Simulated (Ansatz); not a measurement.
# SbP (model cell, started as CsCl type): a soft mode frozen in, part 2 of 3

Wanted: the energy along a soft mode of SbP (model cell, started as CsCl type) and the structure at the end.

Ansatz 0.2.0; DFT PBEsol, scalar-relativistic, plane waves, PAW.

So far, highest frequency on the path or at a solved wavevector (cm⁻¹): step 2 (phonons on a q mesh) 196. Also lowest frequency on the path (cm⁻¹): step 2 -151.

The structure was built from a prototype and need not be the compound's stable phase.

## (4) The mode frozen in, largest atomic shift 0.32 Å

The atoms are moved along the unstable eigenvector, the largest shift by 0.32 Å, with the cell fixed.

input.yaml

```yaml
crystal:
  lattice:
    - [-3.4073349826, 0.0, 0.0]
    - [0.0, 0.0, -6.8146699652]
    - [0.0, -6.8146699652, -3.4073349826]
  atoms:
    - { symbol: Sb, position: [0.0, 0.75, 0.5] }
    - { symbol: Sb, position: [0.0, 0.25, 0.5] }
    - { symbol: Sb, position: [0.0, 0.5, 0.0] }
    - { symbol: Sb, position: [0.0, 0.0, 0.0] }
    - { symbol: P, position: [0.5939150397, 0.625, 0.25] }
    - { symbol: P, position: [0.4060849603, 0.125, 0.25] }
    - { symbol: P, position: [0.4060849603, 0.375, 0.75] }
    - { symbol: P, position: [0.5939150397, 0.875, 0.75] }
kpoints:
  mp_grid: { grid: [10, 6, 6] }
hamiltonian:
  xc: pbesol
scf:
  occupations: { method: methfessel_paxton, width: 0.15 }
output:
  forces: true
  stress: true
  eigenvalues: true
```

Command:

```sh
> ansatz run input.yaml --threads 4 --pin off --max-ram 7168MiB --backend cpu --events-out ev --progress --plain --runs-dir out
```

Numbers of over 12 decimals in the logs are rounded to 6 here.

The program printed:

```text
[...]
Crystal: 8 atoms, lattice volume = 158.236 Å³
Basis set: ecut = 420 eV, 3119 PW (Γ), exchange–correlation on 48×96×108 points (8 copies of the dense FFT grid, shifted against one another)
Bands: 48, of which v1, the nominal top of the filled ones, is band 40 counted from 1 (39 counted from 0)
Symmetry: 8 space group operations
[...]
k-points: 78 of 360
[...]
k-point 0: bands = [... 36 lower, 11.6299, 11.9631, 12.1420, 12.9027, 12.9853, 13.3597, 13.3676, 14.5351, ... 4 higher]
  k-point 1: bands = [... 36 lower, 11.2970, 11.8825, 12.0394, 12.6777, 13.2466, 13.6685, 13.7199, 14.3090, ... 4 higher]
  k-point 2: bands = [... 36 lower, 11.4432, 11.6584, 12.1250, 12.6411, 12.8100, 13.8273, 14.4675, 14.6627, ... 4 higher]
  k-point 77: bands = [... 36 lower, 9.4994, 9.8236, 10.1697, 10.3757, 10.9604, 11.4544, 12.4389, 12.6496, ... 4 higher]
[key lines of the parts left out:]
SCF converged after 6 iterations
Free energy (F): -28589.522749 eV
Fermi energy:    11.981686 eV
P = ⅓ Tr σ = 2.3208 GPa (23.208 kbar)
```

The job ended after 8.2 s (4 threads of Arm Neoverse V2, shared host; peak memory 0.76 GiB; 32 s of CPU time).

Numbers from this step:

* pressure: 2.321 GPa
* energy from the undistorted cell: -15.57 meV/atom

The energy, extrapolated to zero smearing, is -15.57 meV/atom against the undistorted cell.

The run ends at a pressure of 2.32 GPa, with forces up to 0.28 eV/Å.

## (5) Energy along the mode, all amplitudes (two of the runs are shown above)

An imaginary frequency means negative curvature, so the energy should fall and then rise again as anharmonic terms take over.

Numbers from this step:

```yaml
depth_at_the_lowest_point_sampled: 15.57 meV/atom
largest_atomic_shift_at_that_point: 0.32 Å
```

Energy from the parent against largest atomic shift:

```
largest atomic shift (Å)  energy from the parent (meV/atom)
                   0.000                                  0
                   0.040                             -0.507
                   0.080                              -1.98
                   0.140                              -6.05
                   0.220                              -12.5
                   0.320                              -15.6
                   0.450                              -2.96
                   0.600                               39.1
```

Displacement at unit largest shift by atom:

```csv
atom,x (Å),y (Å),z (Å),size
Sb1,0.00,0.00,0.00,0.00
Sb2,0.00,0.00,0.00,0.00
Sb3,0.00,0.00,0.00,0.00
Sb4,0.00,0.00,0.00,0.00
P5,-1.00,0.00,0.00,1.00
P6,1.00,0.00,0.00,1.00
P7,1.00,0.00,0.00,1.00
P8,-1.00,0.00,0.00,1.00
```

The lowest of the steps tried is at 0.32 Å, 15.6 meV/atom below the parent; the bottom of the well need not coincide with a step.

## (6) Relaxing from the distorted cell

Starting from the lowest point found, all atoms and the cell are let go, so that strain and other modes of the same symmetry can join in.

input.yaml: that of step 4 with these lines changed.

```diff
@@ -24 +24,6 @@
   eigenvalues: true
+relax:
+  adjacent_minimum: "off"
+  f_tol: 0.002
+  max_steps: 120
+  cell: { stress_tol: 0.03 }
```

The program printed:

```text
[...]
Crystal: 8 atoms, lattice volume = 158.236 Å³
Basis set: ecut = 420 eV, 3119 PW (Γ), exchange–correlation on 48×96×108 points (8 copies of the dense FFT grid, shifted against one another)
Bands: 48, of which v1, the nominal top of the filled ones, is band 40 counted from 1 (39 counted from 0)
Symmetry: 8 space group operations
[...]
k-points: 78 of 360
[...]
SCF iter   1: F=—  HF=-28589.564630 eV  |F-HF|=—  |Δ(HF+E_count)|=         —  Δρ=6.82e-3  dr2=1.42e-1  ethr=1.77e-3  ⟨swp⟩=8.1  Hψ=16190  notcnv=0
[...]
SCF iter   6: F=-28589.522749 eV  HF=-28589.522749 eV  |F-HF|=1.34e-8  |Δ(HF+E_count)|=   1.83e-7  S|Δr|=    0.00e0  Δρ=7.11e-6  dr2=7.43e-8  ethr=1.25e-10  ⟨swp⟩=9.3  Hψ=20171  notcnv=0
SCF 1 converged in 6 iterations: F = -28589.522749 eV  dr2 = 7.43e-8
[...]
relax step   1: F+E_penalty+E_count = -28589.52274892 eV  Δ(F+E_penalty+E_count) = +0.000e0 eV  max|allowed force component| = 2.801e-1 eV/Å  Δτ_max = 0.0000 Å  P = +2.321 GPa  Ω = 158.236 Å³  (6 SCF iters, dr2 threshold 1.00e-7 eV, accepted)
Crystal: 8 atoms, lattice volume = 169.084 Å³
Basis set: ecut = 420 eV, 3315 PW (Γ), exchange–correlation on 48×96×108 points (8 copies of the dense FFT grid, shifted against one another)
[...]
SCF iter   6: F=-28589.634580 eV  HF=-28589.634580 eV  |F-HF|=1.83e-8  |Δ(HF+E_count)|=   1.41e-7  S|Δr|=    0.00e0  Δρ=4.58e-6  dr2=5.27e-8  ethr=1.00e-9  ⟨swp⟩=4.0  Hψ=11885  notcnv=0
SCF 2 converged in 6 iterations: F = -28589.634580 eV  dr2 = 5.27e-8
relax step   2: F+E_penalty+E_count = -28589.63458012 eV  Δ(F+E_penalty+E_count) = -1.118e-1 eV  max|allowed force component| = 2.682e-1 eV/Å  Δτ_max = 0.0820 Å  P = -2.143 GPa  Ω = 169.084 Å³  energy of the carried Pulay correction = -3.045e-3 eV  (6 SCF iters, dr2 threshold 8.00e-7 eV, accepted)
Crystal: 8 atoms, lattice volume = 167.061 Å³
Basis set: ecut = 420 eV, 3267 PW (Γ), exchange–correlation on 48×96×108 points (8 copies of the dense FFT grid, shifted against one another)
[...]
SCF iter   5: F=-28589.681396 eV  HF=-28589.681396 eV  |F-HF|=2.58e-8  |Δ(HF+E_count)|=   9.82e-8  S|Δr|=    0.00e0  Δρ=6.59e-6  dr2=6.71e-8  ethr=1.00e-9  ⟨swp⟩=7.9  Hψ=15778  notcnv=0
SCF 3 converged in 5 iterations: F = -28589.681396 eV  dr2 = 6.71e-8
[...]
relax step   3: F+E_penalty+E_count = -28589.68139609 eV  Δ(F+E_penalty+E_count) = -4.682e-2 eV  max|allowed force component| = 1.854e-1 eV/Å  Δτ_max = 0.0270 Å  P = -0.741 GPa  Ω = 167.061 Å³  energy of the carried Pulay correction = -2.493e-3 eV  (5 SCF iters, dr2 threshold 8.00e-7 eV, accepted)
[... from here on, the SCF cycles and remarks between the steps are left out ...]
relax step   4: F+E_penalty+E_count = -28589.69237951 eV  Δ(F+E_penalty+E_count) = -1.098e-2 eV  max|allowed force component| = 5.048e-2 eV/Å  Δτ_max = 0.0812 Å  P = +0.630 GPa  Ω = 168.100 Å³  energy of the carried Pulay correction = -2.778e-3 eV  (5 SCF iters, dr2 threshold 8.00e-7 eV, accepted)
relax step   5: F+E_penalty+E_count = -28589.70448942 eV  Δ(F+E_penalty+E_count) = -1.211e-2 eV  max|allowed force component| = 8.768e-2 eV/Å  Δτ_max = 0.0266 Å  P = +0.031 GPa  Ω = 169.696 Å³  energy of the carried Pulay correction = -3.211e-3 eV  (5 SCF iters, dr2 threshold 8.00e-7 eV, accepted)
relax step   6: F+E_penalty+E_count = -28589.71265374 eV  Δ(F+E_penalty+E_count) = -8.164e-3 eV  max|allowed force component| = 1.380e-2 eV/Å  Δτ_max = 0.0237 Å  P = -0.046 GPa  Ω = 169.012 Å³  energy of the carried Pulay correction = -3.026e-3 eV  (4 SCF iters, dr2 threshold 8.00e-7 eV, accepted)
relax step   7: F+E_penalty+E_count = -28589.71301391 eV  Δ(F+E_penalty+E_count) = -3.602e-4 eV  max|allowed force component| = 6.878e-3 eV/Å  Δτ_max = 0.0067 Å  P = +0.014 GPa  Ω = 168.691 Å³  energy of the carried Pulay correction = -2.938e-3 eV  (5 SCF iters, dr2 threshold 2.43e-8 eV, accepted)
relax step   8: F+E_penalty+E_count = -28589.71305657 eV  Δ(F+E_penalty+E_count) = -4.266e-5 eV  max|allowed force component| = 5.123e-4 eV/Å  Δτ_max = 0.0016 Å  P = -0.008 GPa  Ω = 168.681 Å³  energy of the carried Pulay correction = -2.936e-3 eV  (4 SCF iters, dr2 threshold 3.81e-9 eV, accepted)
relax step   9: F+E_penalty+E_count = -28589.71716528 eV  Δ(F+E_penalty+E_count) = -4.109e-3 eV  max|allowed force component| = 6.728e-4 eV/Å  Δτ_max = 0.0000 Å  P = +0.013 GPa  Ω = 168.681 Å³  stress off target by 3.42e-2 GPa  SCF on the basis re-selected at this cell (its energy is not comparable with the rows above)  (6 SCF iters)
relax step  10: F+E_penalty+E_count = -28589.71715798 eV  Δ(F+E_penalty+E_count) = +7.295e-6 eV  max|allowed force component| = 1.973e-4 eV/Å  Δτ_max = 0.0010 Å  P = -0.001 GPa  Ω = 168.775 Å³  energy of the carried Pulay correction = -2.432e-5 eV  (4 SCF iters, dr2 threshold 2.93e-9 eV, accepted)
[...]
SCF iter   6: F=-28589.717182 eV  HF=-28589.717182 eV  |F-HF|=7.28e-12  |Δ(HF+E_count)|=  1.82e-11  S|Δr|=    0.00e0  Δρ=7.93e-8  dr2=6.43e-12  ethr=1.00e-12  ⟨swp⟩=9.5  Hψ=19191  notcnv=0
SCF 11 converged in 6 iterations: F = -28589.717182 eV  dr2 = 6.43e-12
relax step  11: F+E_penalty+E_count = -28589.71718197 eV  Δ(F+E_penalty+E_count) = -2.399e-5 eV  max|allowed force component| = 1.941e-4 eV/Å  Δτ_max = 0.0000 Å  P = -0.001 GPa  Ω = 168.775 Å³  stress off target by 4.83e-3 GPa  SCF on the basis re-selected at this cell (its energy is not comparable with the rows above)  (6 SCF iters)
[...]
SCF converged after 6 iterations
[...]
Free energy (F): -28589.717182 eV
[...]
Internal energy: -28589.722236 eV  (E = F + TS)
E sigma→0 (E₀):  -28589.718445 eV
Entropy (-TS):   0.005054 eV (0.632 meV/atom)
Fermi energy:    10.952490 eV
[...]
--- Forces (eV/Å), atoms counted from 1 ---
  atom   1  Sb     0.00000000    -0.00000000    -0.00000000
  atom   2  Sb    -0.00000000     0.00000000     0.00000000
  atom   3  Sb    -0.00000000     0.00000000     0.00000000
  atom   4  Sb    -0.00000000     0.00000000    -0.00000000
  atom   5  P     -0.00019399     0.00019408     0.00000000
  atom   6  P      0.00019399     0.00019408    -0.00000000
  atom   7  P      0.00019399    -0.00019408     0.00000000
  atom   8  P     -0.00019399    -0.00019408     0.00000000
  max |Σ_I F_I| component: 3.58e-18 eV/Å
--- Stress (GPa, compression-positive) ---
        0.002187      -0.000000       0.000000
       -0.000000      -0.001712      -0.000000
        0.000000      -0.000000      -0.004833
  P = ⅓ Tr σ = -0.0015 GPa (-0.015 kbar)
--- Band table (eV; the first three rows and the last of 78) ---
  k-point 0: bands = [... 36 lower, 10.1907, 10.3115, 10.5510, 11.2779, 11.9752, 12.0831, 12.7592, 12.9338, ... 4 higher]
  k-point 1: bands = [... 36 lower, 10.0602, 10.4487, 10.5750, 11.1331, 11.7711, 12.5086, 12.8502, 13.0350, ... 4 higher]
  k-point 2: bands = [... 36 lower, 10.1695, 10.5092, 10.9680, 10.9877, 11.5814, 12.7769, 13.0846, 13.2328, ... 4 higher]
  k-point 77: bands = [... 36 lower, 8.2148, 8.9110, 9.3931, 9.4641, 10.3376, 10.7309, 11.2515, 12.0388, ... 4 higher]
--- Relaxed structure (9 steps of the walk, 9 accepted, 2 SCFs on fresh bases) ---
  F+E_penalty+E_count = -28589.71718197 eV   max|allowed force component| = 1.941e-4 eV/Å   (the final SCF, on the basis selected at the relaxed cell)
  cell:  # Å, volume = 168.7755 Å³
    - [-3.609268, 0.0, 0.0]
    - [0.0, 0.0, -6.644369]
    - [0.0, -7.037793, -3.322184]
  atoms:
    - { symbol: Sb, position: [-2.5455722505057405e-19, 0.75, 0.500000] }
    - { symbol: Sb, position: [-2.5455722505057405e-19, 0.25, 0.500000] }
    - { symbol: Sb, position: [-2.545572250505745e-19, 0.5, -2.8637687818189627e-19] }
    - { symbol: Sb, position: [-2.545572250505745e-19, 1.4318843909094792e-19, -2.8637687818189627e-19] }
    - { symbol: P, position: [0.634299, 0.617209, 0.265583] }
    - { symbol: P, position: [0.365701, 0.117209, 0.265583] }
    - { symbol: P, position: [0.365701, 0.382791, 0.734417] }
    - { symbol: P, position: [0.634299, 0.882791, 0.734417] }
```

Wall time 1.7 min (4 threads); peak memory 0.83 GiB; 6.8 min of CPU time.

The steps of the relaxation:

```csv
step,energy less that of the first step (eV),largest force component (eV/Å),pressure (GPa),volume (Å³)
1,0.0000,0.2801,2.32,158.24
2,-0.1118,0.2682,-2.14,169.08
3,-0.1586,0.1854,-0.74,167.06
4,-0.1696,0.0505,0.63,168.10
5,-0.1817,0.0877,0.03,169.70
6,-0.1899,0.0138,-0.05,169.01
7,-0.1903,0.0069,0.01,168.69
8,-0.1903,0.0005,-0.01,168.68
9*,-0.1944,0.0007,0.01,168.68
10,-0.1944,0.0002,0.00,168.78
11*,-0.1944,0.0002,0.00,168.78
```

Relaxation steps marked * repeat the geometry before them on a plane-wave basis chosen anew for their cell, so energy and pressure can jump there.

The run keeps the 8 symmetry operations that it works with, so distortions that break them were not tested.

| conventional cell, symmetrised | before | after | change |
| --- | --- | --- | --- |
| a (Å) | 6.815 | 6.644 | -2.5 % |
| b (Å) | 13.629 | 14.076 | +3.3 % |
| c (Å) | 3.407 | 3.609 | +5.9 % |
| volume (Å³/atom) | 19.78 | 21.10 | +6.7 % |

The atoms that moved most (Å, as changes of fractional coordinates times the final cell):

```
atom      dx      dy     dz  length
  P8  -0.146   0.110  0.000   0.182
  P5  -0.146  -0.110  0.000   0.182
  P7   0.146   0.110  0.000   0.182
  P6   0.146  -0.110  0.000   0.182
```

This step gave:

| Quantity | Value |
| --- | --- |
| pressure | -0.001453 GPa |
| volume per atom | 21.10 Å³ |

The distorted start has space group Cmme; the relaxation ends in Cmme.

## (7) The new phase in its own primitive cell

The relaxed structure is symmetrised, reduced to its primitive cell and relaxed tightly, as its phonons need.

input.yaml

```yaml
crystal:
  lattice:
    - [3.3221844409, -7.0377927203, 0.0]
    - [3.3221844409, 7.0377927203, 0.0]
    - [0.0, 0.0, 3.6092683952]
  atoms:
    - { symbol: Sb, position: [0.25, 0.25, 0.0] }
    - { symbol: Sb, position: [0.75, 0.75, 0.0] }
    - { symbol: Sb, position: [0.5, 0.0, 0.0] }
    - { symbol: Sb, position: [0.0, 0.5, 0.0] }
    - { symbol: P, position: [0.8827913266, 0.1172086734, 0.3657008525] }
    - { symbol: P, position: [0.3827913266, 0.6172086734, 0.6342991475] }
    - { symbol: P, position: [0.1172086734, 0.8827913266, 0.6342991475] }
    - { symbol: P, position: [0.6172086734, 0.3827913266, 0.3657008525] }
kpoints:
  mp_grid: { grid: [6, 6, 8] }
hamiltonian:
  xc: pbesol
scf:
  occupations: { method: methfessel_paxton, width: 0.15 }
output:
  forces: true
  stress: true
  eigenvalues: true
relax:
  adjacent_minimum: "off"
  f_tol: 0.001
  max_steps: 60
  cell: { stress_tol: 0.01 }
```

The program printed:

```text
[...]
Crystal: 8 atoms, lattice volume = 168.775 Å³
Basis set: ecut = 420 eV, 3305 PW (Γ), exchange–correlation on 108×108×50 points (8 copies of the dense FFT grid, shifted against one another)
Bands: 48, of which v1, the nominal top of the filled ones, is band 40 counted from 1 (39 counted from 0)
Symmetry: 8 space group operations
[...]
k-points: 65 of 288
[...]
- { symbol: Sb, position: [0.750000, 0.750000, 1.0513786142216193e-19] }
    - { symbol: Sb, position: [0.5, 2.7755575615628914e-17, 1.0513786142216193e-19] }
    - { symbol: Sb, position: [2.7755575615628914e-17, 0.5, 1.0513786142216198e-19] }
    - { symbol: P, position: [0.883092, 0.116908, 0.367859] }
    - { symbol: P, position: [0.383092, 0.616908, 0.632141] }
    - { symbol: P, position: [0.116908, 0.883092, 0.632141] }
    - { symbol: P, position: [0.616908, 0.383092, 0.367859] }
[key lines of the parts left out:]
SCF converged after 6 iterations
Free energy (F): -28589.719152 eV
Fermi energy:    10.979667 eV
P = ⅓ Tr σ = 0.0043 GPa (0.043 kbar)
```

It took 50 s on 4 threads; peak memory 0.79 GiB.

The steps of the relaxation:

```csv
step,energy less that of the first step (eV),largest force component (eV/Å),pressure (GPa),volume (Å³)
1,0.0000,0.0277,0.01,168.78
2,-0.0008,0.0238,0.04,168.33
3,-0.0011,0.0027,0.00,168.46
4,-0.0012,0.0015,0.00,168.46
5,-0.0012,0.0006,0.00,168.40
6*,-0.0011,0.0006,0.00,168.40
```

Relaxation steps marked * repeat the geometry before them on a plane-wave basis chosen anew for their cell, so energy and pressure can jump there.

The run keeps the 8 symmetry operations that it works with, so distortions that break them were not tested.

| conventional cell, symmetrised | before | after | change |
| --- | --- | --- | --- |
| a (Å) | 6.644 | 6.664 | +0.3 % |
| b (Å) | 14.076 | 14.058 | -0.1 % |
| c (Å) | 3.609 | 3.595 | -0.4 % |
| volume (Å³/atom) | 21.10 | 21.05 | -0.2 % |

Final coordinates:

```cif
data_structure
_symmetry_space_group_name_H-M 'P 1'
_symmetry_Int_Tables_number 1
_cell_length_a 7.7787
_cell_length_b 7.7787
_cell_length_c 3.5954
_cell_angle_alpha 90.000
_cell_angle_beta 90.000
_cell_angle_gamma 129.276
_cell_volume 168.40
loop_
_atom_site_label
_atom_site_type_symbol
_atom_site_fract_x
_atom_site_fract_y
_atom_site_fract_z
_atom_site_occupancy
Sb1 Sb 0.25000 0.25000 0.00000 1
Sb2 Sb 0.75000 0.75000 0.00000 1
Sb3 Sb 0.50000 0.00000 0.00000 1
Sb4 Sb 0.00000 0.50000 0.00000 1
P5 P 0.88309 0.11691 0.36786 1
P6 P 0.38309 0.61691 0.63214 1
P7 P 0.11691 0.88309 0.63214 1
P8 P 0.61691 0.38309 0.36786 1
```

Numbers from this step:

- pressure: 0.004332 GPa
- volume per atom: 21.05 Å³

The largest force component left is 0.65 meV/Å and the pressure is 0.004 GPa, within the tolerances set. The cell now holds 21.05 Å³/atom.

[end of part 2 of 3]

[Logs are printed without paths, hosts, clocks, repeated set-up lines and the standing remarks that a program may print on its own settings, such as how far it seeks lower states.]

[Hosts, paths, dates, database ids (printed as entryN), source tags and the programs' standing remarks are cut or masked in the printed files.]
